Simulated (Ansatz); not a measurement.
# Lattice dynamics of HfO2 (model cell, started as fluorite), part 2 of 3

Task: relax HfO2 (model cell, started as fluorite), then find its harmonic phonons.

Ansatz 0.2.0; DFT PBEsol, scalar-relativistic, plane waves, PAW; PAW set soft_1.

So far: The structure; Bringing the structure to rest. The relaxed cell has a = 5.045 Å (conventional setting).

## (3) Tight relaxation

Phonons need a cell at rest on their own settings, so the relaxation is repeated with tight tolerances on forces and stress, using the mesh and the filling of the phonon run that follows.

input.yaml

```yaml
crystal:
  lattice:
    - [0.0, 2.522339082, 2.522339082]
    - [2.522339082, 0.0, 2.522339082]
    - [2.522339082, 2.522339082, 0.0]
  atoms:
    - { symbol: Hf, position: [0.0, 0.0, 0.0] }
    - { symbol: O, position: [0.25, 0.25, 0.25] }
    - { symbol: O, position: [0.75, 0.75, 0.75] }
kpoints:
  mp_grid: { grid: [8, 8, 8] }
hamiltonian:
  xc: pbesol
  pseudopotentials: { kind: paw, azcp: { folder: soft_1 }, xc_functional: pbe }
scf:
  occupations: { method: fixed }
output:
  forces: true
  stress: true
  eigenvalues: true
  write_density: true
  write_potential: true
  elf: true
  volumetric_format: npy
relax:
  adjacent_minimum: "off"
  f_tol: 0.001
  max_steps: 60
  cell: { stress_tol: 0.01 }
```

Started as:

```bash
$ ansatz run input.yaml --threads 8 --pin off --max-ram 16384MiB --backend cpu --events-out ev --progress --plain --runs-dir out
```

Numbers of over 12 decimals in the logs are rounded to 6 here.

Log:

```text
[...]
Crystal: 3 atoms, lattice volume = 32.095 Å³
Basis set: ecut = 420 eV, 609 PW (Γ), exchange–correlation on 48×48×48 points (8 copies of the dense FFT grid, shifted against one another)
Bands: 23, of which v1, the nominal top of the filled ones, is band 19 counted from 1 (18 counted from 0)
Symmetry: 48 space group operations
[...]
k-points: 29 of 512
[...]
k-point 28: bands = [... 15 lower, 12.3104, 12.3104, 13.4791, 14.7537, 19.7376, 20.1014, 22.1288, 22.1288]
--- Relaxed structure (2 steps of the walk, 2 accepted, 1 SCFs on fresh bases) ---
[...]
cell:  # Å, volume = 32.0918 Å³
    - [0, 2.522248, 2.522248]
    - [2.522248, 0, 2.522248]
    - [2.522248, 2.522248, 0]
  atoms:
    - { symbol: Hf, position: [0, 0, 0] }
    - { symbol: O, position: [0.25, 0.25, 0.25] }
    - { symbol: O, position: [0.75, 0.75, 0.75] }
[key lines of the parts left out:]
SCF converged after 6 iterations
Free energy (F): -16725.850659 eV
Fermi energy:    14.968410 eV
P = ⅓ Tr σ = 0.0036 GPa (0.036 kbar)
```

Wall time 1 s (8 threads of Arm Neoverse V2, shared host); peak memory 0.34 GiB.

Little changed from the start: no atom moved by 0.005 Å and no cell edge by 0.1 %.

Numbers from this step:

- pressure: 0.003582 GPa

Valence density in the ac plane of a cell with a along [110], b along [-110] and c along [001] of the cube at fractional y = 0.000, with atoms of Hf and O within 0.2 Å of it. It is the smooth field of the valence electrons, not physical close to the nuclei.

Ten steps, logarithmic in the rise over the least value, from '_' (0 e/Å³) to '@' (47 e/Å³), each cell a mean:
```
@@**--..........++%%@@**--..........++%%
++--..::----::..::++++--..::----::..::++
......--++++==::..........--++++==::....
____..--++**==::________..--++**==::____
______::====--..__________::====--..____
______....::..____________....::..______
________________________________________
________....________________....________
______..::--::..__________..::--::..____
____..--++++==..________..--++++==..____
____..--++**==::________..--++**==::____
--::..::====--....::--::..::====--....::
##++::..::::....--**##++::..::::....--**
@@##--..______..++@@@@##--..______..++@@
```
Columns run along a (7.1 Å), rows up along c (5.0 Å), edges of the conventional cell, whose origin can differ from the input's. Atoms in or near the plane, at fractional coordinates: Hf at (0.00, 0.00), Hf at (0.50, 0.00), O at (0.25, 0.25), O at (0.75, 0.25), O at (0.25, 0.75), O at (0.75, 0.75).

ELF in the ac plane of a cell with a along [110], b along [-110] and c along [001] of the cube at fractional y = 0.000, with atoms of Hf and O within 0.2 Å of it. It is the smooth field of the valence electrons, not physical close to the nuclei.

Ten even steps from '_' (0.02) to '@' (0.85), each cell a mean:
```
@@@@++::--==----##@@@@@@++::--==----##@@
%%**--++%%%%##====##%%**--++%%%%##====##
::..--%%%%##@@**::::::..--%%%%##@@**::::
__..++@@**++%%##::____..++@@**++%%##::__
__..++%%%%%%@@##::____..++%%%%%%@@##::__
____::++####**==..______::++####**==..__
______........____________........______
____..::====--::________..::====--::____
____--##%%%%%%++::______--##%%%%%%++::__
__..++@@%%##%%##--____..++@@%%##%%##--__
__..++%%##++%%##::____..++%%##++%%##::__
++----##%%%%@@++::==++----##%%%%@@++::==
@@%%====**##++::**@@@@%%====**##++::**@@
@@@@++........--%%@@@@@@++........--%%@@
```
Columns run along a (7.1 Å), rows up along c (5.0 Å), edges of the conventional cell, whose origin can differ from the input's. Atoms in or near the plane, at fractional coordinates: Hf at (0.00, 0.00), Hf at (0.50, 0.00), O at (0.25, 0.25), O at (0.75, 0.25), O at (0.25, 0.75), O at (0.75, 0.75).

Electrostatic potential energy in the ac plane of a cell with a along [110], b along [-110] and c along [001] of the cube at fractional y = 0.000, with atoms of Hf and O within 0.2 Å of it. With pseudopotentials it is smooth inside the atoms' cores, unlike the true potential.

Ten even steps from '0' (-26 eV) to '9' (19 eV), each cell a mean:
```
32479986223247998622
23686577422368657742
56851038765685103876
89950028988995002898
99973259999997325999
99998899999999889999
99999999999999999999
99999999999999999999
99996589999999658999
99961038999996103899
78850028877885002887
35773258643577325864
22588886322258888632
42379985234237998523
```
Columns run along a (7.1 Å; values clipped at the 3rd and 97th percentile), rows up along c (5.0 Å), edges of the conventional cell, whose origin can differ from the input's. Atoms in or near the plane, at fractional coordinates: Hf at (0.00, 0.00), Hf at (0.50, 0.00), O at (0.25, 0.25), O at (0.75, 0.25), O at (0.25, 0.75), O at (0.75, 0.75).

The forces vanish by symmetry and the pressure is 0.004 GPa, within the tolerances set. The cell now holds 10.70 Å³/atom.

## (4) Modes at Γ

The zone centre comes first: it holds the modes that light can see, as far as symmetry allows. The response to a homogeneous field gives the Born charges and the dielectric tensor.

input.yaml, the sections that differ from step 3:

```yaml
crystal:
  lattice:
    - [0.0, 2.5222483991, 2.5222483991]
    - [2.5222483991, 0.0, 2.5222483991]
    - [2.5222483991, 2.5222483991, 0.0]
  atoms:
    - { symbol: Hf, position: [0.0, 0.0, 0.0] }
    - { symbol: O, position: [0.25, 0.25, 0.25] }
    - { symbol: O, position: [0.75, 0.75, 0.75] }
output:
  eigenvalues: true
phonons:
  method: dfpt
  dielectric: true
  rigid_motions: translations
# kpoints, hamiltonian, scf: as in step 3
# relax: removed
```

Log:

```text
[...]
Crystal: 3 atoms, lattice volume = 32.092 Å³
Basis set: ecut = 420 eV, 609 PW (Γ), exchange–correlation on 48×48×48 points (8 copies of the dense FFT grid, shifted against one another)
Bands: 23, of which v1, the nominal top of the filled ones, is band 19 counted from 1 (18 counted from 0)
Symmetry: 48 space group operations
k-points: 95 of 512 (irreducible under 4 space group operations, time reversal used)
[...]
SCF iter   1: F=—  HF=-16726.434866 eV  |F-HF|=—  |Δ(HF+E_count)|=         —  Δρ=9.04e-2  dr2=1.92e0  ethr=3.10e-3  ⟨swp⟩=4.1  Hψ=7191  notcnv=0  defer=182
[...]
SCF iter  10: F=-16725.850659 eV  HF=-16725.850659 eV  |F-HF|=3.64e-12  |Δ(HF+E_count)|=  1.82e-11  Δρ=2.90e-8  dr2=1.52e-13  ethr=1.00e-12  ⟨swp⟩=6.4  Hψ=11023  notcnv=0
SCF 1 converged in 10 iterations: F = -16725.850659 eV  dr2 = 1.52e-13
[...]
DFPT response loops at Γ: preconditioner auto → none (the input reference at scf.mixing.eps_inf says where Resta's filter doesn't serve); β = 0.50; Broyden in place of MSR1
SCF converged after 10 iterations
Free energy (F): -16725.850659 eV
[...]
Internal energy: -16725.850659 eV  (E = F + TS)
E sigma→0 (E₀):  -16725.850659 eV
Fermi energy:    14.968410 eV
[...]
--- Band table (eV; the first three rows and the last of 95) ---
  k-point 0: bands = [... 15 lower, 9.4161, 14.3344, 14.3344, 14.3344, 18.7762, 18.7762, 20.6748, 25.5709]
  k-point 1: bands = [... 15 lower, 9.8689, 13.8623, 14.0326, 14.0326, 19.0823, 19.0823, 21.2895, 24.8264]
  k-point 2: bands = [... 15 lower, 10.8978, 12.9269, 13.4937, 13.4937, 19.5350, 19.5350, 21.9329, 24.2586]
  k-point 94: bands = [... 15 lower, 12.3104, 12.3104, 13.4791, 14.7537, 19.7376, 20.1014, 22.1288, 22.1288]
--- Phonons (Γ-DFPT): 2 representative perturbations + reference, on 95 of 512 k-points (Σ response iterations 9) ---
  k mesh reduced under 4 symmetry operations, with k and −k counted as one. Each operation leaves every solved perturbation unchanged. A smaller set is not considered because the run solves the response to a homogeneous field
  ASR residual: 8.612e-6 → 0.000e0 eV/Å²; symmetrization residual: 5.847e-7 eV/Å²
  ASR residual per site (eV/Å²): 8.61e-6 5.89e-6 5.89e-6
  Γ frequencies (cm⁻¹): 0.00 0.00 0.00 236.32 236.32 236.32 580.26 580.26 580.26
  ε∞ (high-frequency dielectric tensor):
        5.379540     0.000000    -0.000000
        0.000000     5.379540     0.000000
        0.000000     0.000000     5.379540
  ε⁰ (static dielectric tensor: ions relaxed, cell fixed):
       36.695044     0.000000    -0.000000
        0.000000    36.695044     0.000000
       -0.000000     0.000000    36.695044
  ε⁰ − ε∞ (ionic part):
       31.315504     0.000000    -0.000000
        0.000000    31.315504     0.000000
       -0.000000     0.000000    31.315504
  softest optical mode at Γ: 236.32 cm⁻¹; the repairs (sum rule, projections) moved no ω² at Γ by more than (0.44 cm⁻¹)²
  Born effective charges Z* (e; rows j = field, columns β = displacement):
    site 0:
         5.56318   -0.00000    0.00000
         0.00000    5.56318    0.00000
        -0.00000   -0.00000    5.56318
    site 1:
        -2.78159    0.00000   -0.00000
        -0.00000   -2.78159    0.00000
        -0.00000    0.00000   -2.78159
    site 2:
        -2.78159    0.00000   -0.00000
         0.00000   -2.78159   -0.00000
         0.00000    0.00000   -2.78159
  Z* charge neutrality: 9.369e-6 e pre-enforcement
  k-mesh period / interband length: 28.5 Å / 1.37 Å = 20.90 at k = (0.0000, 0.0000, 0.0000), direct gap 4.442 eV — 14 or more, which is no proof of convergence
  optical modes at Γ without the LO–TO term, one row a degenerate level:
      ω (cm⁻¹)  modes    IR ((D/Å)²/amu)
        236.32      3            78.9445
        580.26      3             0.0000
  optical modes at Γ + LO–TO along q̂ = [1.0000, 0.0000, 0.0000]:
      ω (cm⁻¹)  modes    IR ((D/Å)²/amu)
        236.32      2            52.6297
        580.26      3             0.0000
        617.21      1            26.3148
  optical modes at Γ + LO–TO along q̂ = [0.0000, 1.0000, 0.0000]:
      ω (cm⁻¹)  modes    IR ((D/Å)²/amu)
        236.32      2            52.6297
        580.26      3             0.0000
        617.21      1            26.3148
  optical modes at Γ + LO–TO along q̂ = [0.0000, 0.0000, 1.0000]:
      ω (cm⁻¹)  modes    IR ((D/Å)²/amu)
        236.32      2            52.6297
        580.26      3             0.0000
        617.21      1            26.3148
```

Elapsed: 6 s, on 8 threads; peak memory 0.58 GiB; 39 s of CPU time.

Numbers from this step:

```
sum-rule residual before enforcement                    : 8.61e-6 eV/Å²
miss of the charge sum rule                             : 9.37e-6 e
point group                                             : m-3m
highest optical mode at the zone centre (no LO-TO term) : 580.3 cm⁻¹
lowest optical zone-centre mode                         : 236.3 cm⁻¹
mean high-frequency dielectric constant                 : 5.380
largest Born charge (third of the trace)                : 5.563 e
mean static dielectric constant                         : 36.70
top of the zone-centre spectrum with the field          : 617.2 cm⁻¹
```

Without the LO-TO term. Patterns of degenerate modes are one choice out of their space. Modes at Γ, with each element's share of the kinetic energy:

```tsv
mode	frequency (cm⁻¹)	symmetry	Hf %	O %
1	0.0	acoustic	85	15
2	0.0	acoustic	85	15
3	0.0	acoustic	85	15
4	236.3	T1u	15	85
5	236.3	T1u	15	85
6	236.3	T1u	15	85
7	580.3	T2g	0	100
8	580.3	T2g	0	100
9	580.3	T2g	0	100
```

Displacements in mode 5 (236.3 cm⁻¹), the largest set to 1:
```
Hf1  0.00 -0.03 -0.18
O2   0.00  0.18  1.00
O3   0.00  0.18  1.00
```

Displacements in mode 7 (580.3 cm⁻¹), the largest set to 1:
```
Hf1  0.00  0.00  0.00
O2  -0.01 -0.04  1.00
O3   0.01  0.04 -1.00
```

Optical modes at the zone centre, without and with the macroscopic field of the longitudinal modes; each column is sorted by frequency, so a row need not hold one and the same mode. Modes with and without the field, by row:

```tsv
rank among optical modes	no field (cm⁻¹)	q along (1, 0, 0) (cm⁻¹)
1	236.3	236.3
2	236.3	236.3
3	236.3	580.3
4	580.3	580.3
5	580.3	580.3
6	580.3	617.2
```

Born charge (rows field, columns displacement) (e), principal values of the symmetric part by kind of site:

```tsv
atom	atoms with these values	low	middle	high	mean
Hf1	1	5.56	5.56	5.56	5.56
O2	2	-2.78	-2.78	-2.78	-2.78
```

In full for O2:

```
-2.78  0.00  0.00
 0.00 -2.78  0.00
 0.00  0.00 -2.78
```

High-frequency dielectric tensor:

```
5.38 0.00 0.00
0.00 5.38 0.00
0.00 0.00 5.38
```

Static dielectric tensor (ions relaxed, fixed cell):

```
36.70  0.00  0.00
 0.00 36.70  0.00
 0.00  0.00 36.70
```

Transverse modes. Infrared lines, with heights relative to the strongest:

```tsv
position (cm⁻¹)	label	relative intensity
236	T1u	100
580	T2g	0.0
```

Before it was imposed, the acoustic sum rule was missed by 8.6e-6 eV/Å² and the charge sum rule by 9.4e-6 e. Small misses are needed for a sound result but don't prove that mesh and cutoff are converged. The lowest optical mode is real, 236 cm⁻¹.

(Part 2 of 3 ends here.)

[Logs are printed without paths, hosts, clocks, repeated set-up lines and the standing remarks that a program may print on its own settings, such as how far it seeks lower states.]

[Hosts, paths, dates, database ids (printed as entryN), source tags and the programs' standing remarks are cut or masked in the printed files.]
